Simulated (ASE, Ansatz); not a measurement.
# Convergence of a linear-scaling basis for (14,0) 1T-TaS2 nanotube (84 atoms), part 2 of 2

Wanted: errors and times of a linear-scaling basis for (14,0) 1T-TaS2 nanotube (84 atoms). A setting counts as converged where the r.m.s. difference of forces stays under 1 % of the r.m.s. force.

Ansatz 0.2.0; Kohn-Sham DFT, PBE+D4, PAW (set soft_2), plane waves.

The cell: 28 Ta and 56 S. The cell is under 6 Å thick along one periodic direction. Beside vacuum, support functions can miss their usual error bounds without a warning. Sampling is at Γ alone, for a cell whose periodic width is 6 Å. Spin–orbit coupling is left out.

So far. Step 2 (Plane-wave single point): Mean Löwdin charges: S -0.17, Ta +0.56 e (they miss 0.89 % of the electrons, so they add up to more than the cell's charge). Within 0.4 eV of the Fermi level the largest share is Ta d (71 % of the projected weight).

## (3) Distances and neighbours

These statistics describe the geometry on which the runs were made.

Normalised to the volume that the atoms fill. Pair distribution functions g(r), in bins of 0.1 Å:

| r (Å) | total | S-S | S-Ta | Ta-Ta |
| --- | --- | --- | --- | --- |
| 2.15 | 0.00 | 0.00 | 0.00 | 0.00 |
| 2.25 | 0.61 | 0.00 | 1.38 | 0.00 |
| 2.35 | 4.71 | 0.00 | 10.60 | 0.00 |
| 2.45 | 3.85 | 0.00 | 8.66 | 0.00 |
| 2.55 | 4.47 | 0.36 | 9.70 | 0.00 |
| 2.65 | 3.03 | 4.07 | 2.75 | 0.00 |
| 2.75 | 0.14 | 0.32 | 0.00 | 0.00 |
| 2.85 | 0.00 | 0.00 | 0.00 | 0.00 |
| 2.95 | 0.00 | 0.00 | 0.00 | 0.00 |
| 3.05 | 0.00 | 0.00 | 0.00 | 0.00 |
| 3.15 | 1.37 | 3.08 | 0.00 | 0.00 |
| 3.25 | 1.92 | 3.43 | 0.00 | 3.57 |
| 3.35 | 3.21 | 0.00 | 0.00 | 28.90 |
| 3.45 | 0.58 | 0.49 | 0.00 | 3.22 |
| 3.55 | 3.51 | 7.90 | 0.00 | 0.00 |
| 3.65 | 2.05 | 4.60 | 0.00 | 0.00 |
| 3.75 | 0.00 | 0.00 | 0.00 | 0.00 |
| 3.85 | 1.66 | 0.00 | 3.75 | 0.00 |
| 3.95 | 0.61 | 0.68 | 0.70 | 0.00 |
| 4.05 | 0.75 | 1.39 | 0.29 | 0.00 |
| 4.15 | 1.37 | 0.00 | 3.09 | 0.00 |
| 4.25 | 0.21 | 0.00 | 0.47 | 0.00 |
| 4.35 | 0.56 | 0.00 | 1.25 | 0.00 |
| 4.45 | 0.97 | 0.00 | 2.18 | 0.00 |
| 4.55 | 0.00 | 0.00 | 0.00 | 0.00 |
| 4.65 | 0.02 | 0.00 | 0.05 | 0.00 |
| 4.75 | 1.14 | 0.00 | 2.57 | 0.00 |
| 4.85 | 1.91 | 3.98 | 0.31 | 0.00 |
| 4.95 | 1.32 | 2.98 | 0.00 | 0.00 |
| 5.05 | 0.41 | 0.09 | 0.83 | 0.00 |
| 5.15 | 1.18 | 0.98 | 1.67 | 0.00 |
| 5.25 | 0.46 | 0.17 | 0.86 | 0.00 |
| 5.35 | 1.13 | 0.00 | 2.54 | 0.00 |
| 5.45 | 0.65 | 0.00 | 1.45 | 0.00 |
| 5.55 | 0.86 | 0.00 | 1.93 | 0.00 |
| 5.65 | 0.41 | 0.00 | 0.70 | 0.89 |
| 5.75 | 1.75 | 0.75 | 1.41 | 7.07 |
| 5.85 | 2.04 | 3.57 | 0.00 | 4.07 |
| 5.95 | 1.45 | 3.27 | 0.00 | 0.00 |
| 6.05 | 0.06 | 0.13 | 0.00 | 0.00 |
| 6.15 | 0.00 | 0.00 | 0.00 | 0.00 |
| 6.25 | 0.35 | 0.00 | 0.79 | 0.00 |
| 6.35 | 0.81 | 0.97 | 0.86 | 0.00 |
| 6.45 | 0.52 | 0.66 | 0.03 | 1.93 |

Bonds by pair of elements; cutoffs follow the first minimum of g(r), held within bounds set by covalent radii, and pairs that aren't listed don't count as bonded:

| pair A-B | cutoff (Å) | bonds | mean length (Å) | spread (Å) | shortest (Å) | B about A | A about B |
| --- | --- | --- | --- | --- | --- | --- | --- |
| S-Ta | 3.22 | 168 | 2.47 | 0.102 | 2.29 | 3 | 6 |

How many atoms have how many bonded neighbours:

| element | mean | 3 | 6 |
| --- | --- | --- | --- |
| S | 3 | 56 | 0 |
| Ta | 6 | 0 | 28 |

Bond angles, per cent of each kind in bins of 5°:

| angle (°) | S-Ta-S | Ta-S-Ta |
| --- | --- | --- |
| 65–70 | 6.2 | 0.0 |
| 70–75 | 0.5 | 0.0 |
| 75–80 | 0.0 | 6.6 |
| 80–85 | 13.3 | 40.5 |
| 85–90 | 13.8 | 39.9 |
| 90–95 | 23.6 | 13.1 |
| 95–100 | 16.0 | 0.0 |
| 100–105 | 6.7 | 0.0 |
| 105–110 | 0.0 | 0.0 |
| 110–115 | 0.0 | 0.0 |
| 115–120 | 0.0 | 0.0 |
| 120–125 | 0.0 | 0.0 |
| 125–130 | 0.0 | 0.0 |
| 130–135 | 0.0 | 0.0 |
| 135–140 | 0.0 | 0.0 |
| 140–145 | 0.0 | 0.0 |
| 145–150 | 0.0 | 0.0 |
| 150–155 | 0.0 | 0.0 |
| 155–160 | 0.2 | 0.0 |
| 160–165 | 12.9 | 0.0 |
| 165–170 | 0.2 | 0.0 |
| 170–175 | 0.0 | 0.0 |
| 175–180 | 6.7 | 0.0 |

Bond angles (no mean is given where the spread exceeds 20°):

| angle | count | mean (°) | spread (°) |
| --- | --- | --- | --- |
| S-Ta-S | 420 | - | - |
| Ta-S-Ta | 168 | 85.7 | 3.6 |

With the cutoffs above, all S atoms have 3 and all Ta atoms have 6 bonded neighbours.

Local excerpt of 10 atoms (numbers count through the whole input) about S54, picked at random; x, y, z are measured from there.

| atom | x | y | z | distance (Å) | bonds | Löwdin charge (e) | Fx | Fy | Fz (eV/Å) |
| --- | --- | --- | --- | --- | --- | --- | --- | --- | --- |
| S54 | 0.00 | 0.00 | 0.00 | 0.00 | 3 | -0.05 | 0.15 | 0.24 | 0.36 |
| Ta52 | -2.04 | -0.54 | -0.94 | 2.32 | 6 | 0.55 | -1.37 | -1.31 | -0.46 |
| Ta58 | 0.90 | -1.94 | -0.96 | 2.35 | 6 | 0.55 | -0.42 | -1.65 | -0.97 |
| Ta61 | -0.66 | -1.40 | 1.93 | 2.48 | 6 | 0.54 | -0.79 | -1.72 | 0.12 |
| S60 | 2.55 | -0.59 | -0.03 | 2.62 | 3 | -0.08 | 0.56 | 0.08 | 0.30 |
| S48 | -2.09 | 1.60 | 0.00 | 2.63 | 3 | -0.07 | -0.03 | 0.22 | 0.22 |
| S57 | -1.16 | 0.66 | 2.86 | 3.16 | 3 | -0.07 | 0.32 | 0.38 | 0.86 |
| S63 | 1.26 | -0.46 | 2.87 | 3.16 | 3 | -0.08 | -0.11 | 0.07 | 0.64 |
| S63 | 1.26 | -0.46 | -2.95 | 3.24 | 3 | -0.08 | -0.11 | 0.07 | 0.64 |
| S57 | -1.16 | 0.66 | -2.96 | 3.24 | 3 | -0.07 | 0.32 | 0.38 | 0.86 |

The column of bonds counts only the pairs S-Ta within 3.22 Å; other neighbours, such as metal atoms beside each other in a compound, aren't counted, and periodic images can show an atom twice.

## (4) Support functions medium

With localised support functions most steps grow linearly with size, though the diagonalisation grows faster unless the density matrix is cut; this run measures error and cost at this size.

This step: Kohn-Sham DFT, PBE+D4, PAW (set soft_2), localised support functions (medium) (Ansatz 0.2.0).

Contents of input.yaml:

```yaml
crystal:
  lattice:
    - [27.0333, 0.0, 0.0]
    - [0.0, 27.0333, 0.0]
    - [0.0, 0.0, 5.81969]
  atoms:
    [... the 84 atom lines of step 2 ...]
kpoints:
  mp_grid: { grid: [1, 1, 1] }
hamiltonian:
  xc: pbe
  dispersion: d4
scf:
  occupations: { method: gaussian, width: 0.05 }
  eigensolver: { kind: { support_functions: { accuracy: medium } } }
  mixing: { beta: 0.2 }
  max_iter: 150
output:
  forces: true
  eigenvalues: true
```

Run with:

```console
$ ansatz run input.yaml --threads 8 --pin off --max-ram 15872MiB --backend cpu --events-out ev --progress --plain --runs-dir out
```

Numbers of over 12 decimals in the logs are rounded to 6 here.

Log:

```text
Warning: scf.eigensolver.kind.support_functions: disabling space-group detection — the functions' gradient is summed over unrotated k-points, so no spatial operation reduces the k-mesh or symmetrises the density; time reversal is kept, so that k and −k are solved as one point where they differ and the mesh holds both, and exact exchange and, on two spinor components, a DFT+U term hold to it where the run has them: [...]
settings of this run that can trade accuracy for cost: scf.eigensolver.kind.support_functions [...]
[...]
Crystal: 84 atoms, lattice volume = 4253.025 Å³
Basis set: ecut = 420 eV, 83163 PW (Γ), exchange–correlation on 384×384×80 points (8 copies of the dense FFT grid, shifted against one another)
Bands: 420, of which v1, the nominal top of the filled ones, is band 350 counted from 1 (349 counted from 0)
Symmetry: 1 space group operations
k-points: 1
[...]
SCF iter   1: F=—  HF=-328668.325232 eV  |F-HF|=—  |Δ(HF+E_count)|=         —  Δρ=2.82e-2  dr2=4.65e1  ethr=1.00e-1
[...]
SCF iter  25: F=—  HF=-328694.181855 eV  |F-HF|=—  |Δ(HF+E_count)|=   1.07e-4  Δρ=3.65e-6  dr2=2.44e-6  ethr=8.89e-10  κ⁻¹=7.6e-5(r=7)
SCF iter  26: F=-328694.182022 eV  HF=-328694.181925 eV  |F-HF|=9.73e-5  |Δ(HF+E_count)|=   6.99e-5  Δρ=3.02e-6  dr2=1.39e-6  ethr=3.48e-10
SCF 1 converged in 26 iterations: F = -328694.185340 eV  dr2 = 1.39e-6
[...]
SCF converged after 26 iterations
Stability not checked: this state was not tested for a lower state beside it, because the mixer in use, unlike msr1, does not test its closes by its own steps (another_mixer; see scf.mixing.algorithm and scf.lower_state_search)
Free energy (F): -328694.185340 eV
[...]
Internal energy: -328693.954763 eV  (E = F + TS)
E sigma→0 (E₀):  -328694.070052 eV
Entropy (-TS):   -0.230577 eV (-2.745 meV/atom)
Fermi energy:    1.145336 eV
[...]
Σ components = -328694.185340   (vs F -328694.185340, Δ=0.00e0)
--- Forces (eV/Å), atoms counted from 1 ---
  atom   1  Ta     1.72151889    -0.21629275    -0.84226596
  atom   2  S     -0.64280970    -0.17934591    -0.03233182
  atom   3  S     -0.14897986     0.46782959     0.60790975
  atom   4  Ta     0.86937638     0.93693550    -0.76009709
[...]
atom  84  S     -0.07220363     0.25889867     0.45928835
  max |Σ_I F_I| component: 5.31e-3 eV/Å
--- Band table (eV) ---
[...]
```

It took 98 s on 8 threads of Arm Neoverse V2, shared host; peak memory 4.4 GiB.

The program notes that the band table was not solved further than the SCF left it and it switched symmetry off. Further notices: vacuum switching off with vacuum.

Keys that differ from the reference: support_functions.accuracy = "medium", scf.max_iter = 150 and scf.mixing.beta = 0.2.

Forces differ from the reference by 1.00 meV/Å r.m.s., 0.14 % of their size, well within a tolerance of 1 %; the energy by -0.56 meV/atom. It took 98 s and 26 cycles; the reference's time can't be set against it, since the two runs asked for unlike analyses.

## (5) Cost against change

Differences are against the plane-wave reference (Kohn-Sham DFT, PBE+D4, PAW (set soft_2), plane waves), whose r.m.s. force component is 0.690 eV/Å. Energies are set beside the reference only for runs with its functional, potentials and electron count. Times are for 8 threads of Arm Neoverse V2, shared host. The reference's time includes the DOS and grids, which some other runs skip.

| run | Δ force, r.m.s. (meV/Å) | share of r.m.s. force (%) | Δ energy (meV/atom) | cycles | time | host memory (GiB) |
| --- | --- | --- | --- | --- | --- | --- |
| reference | - | - | - | 18 | 53 s | 5.1 |
| support functions medium | 0.999 | 0.145 | -0.557 | 26 | 98 s | 4.4 |

## (6) Outcome

- free energy per atom: -3913.0255 eV/atom
- r.m.s. force component: 0.6898 eV/Å
- wall time of the 2 DFT runs: 2.5 min

In words: Against plane waves at 420 eV, the forces differ by 1.00 meV/Å (0.14 %) with support functions medium. At 84 atoms the run with support functions medium takes roughly 1.8 times the time of plane waves (whose run also made extra analyses, so the like-for-like ratio is larger), in 26 SCF cycles against 18. Differences between support functions and plane waves include what basis error the plane-wave run still has.

12 levels are partly filled, by over 2 % (at Γ alone): no clear gap opens at this level. Levels of broken or missing bonds inside a gap of the host would look the same. With the cutoffs above, all S atoms have 3 and all Ta atoms have 6 bonded neighbours.

**Limits.** The geometry was built by rule, was displaced at random and isn't relaxed at this level: its force components are 0.69 eV/Å r.m.s.

[Logs are printed without paths, hosts, clocks, repeated set-up lines and the standing remarks that a program may print on its own settings, such as how far it seeks lower states.]

[Hosts, paths, dates, database ids (printed as entryN), source tags and the programs' standing remarks are cut or masked in the printed files.]
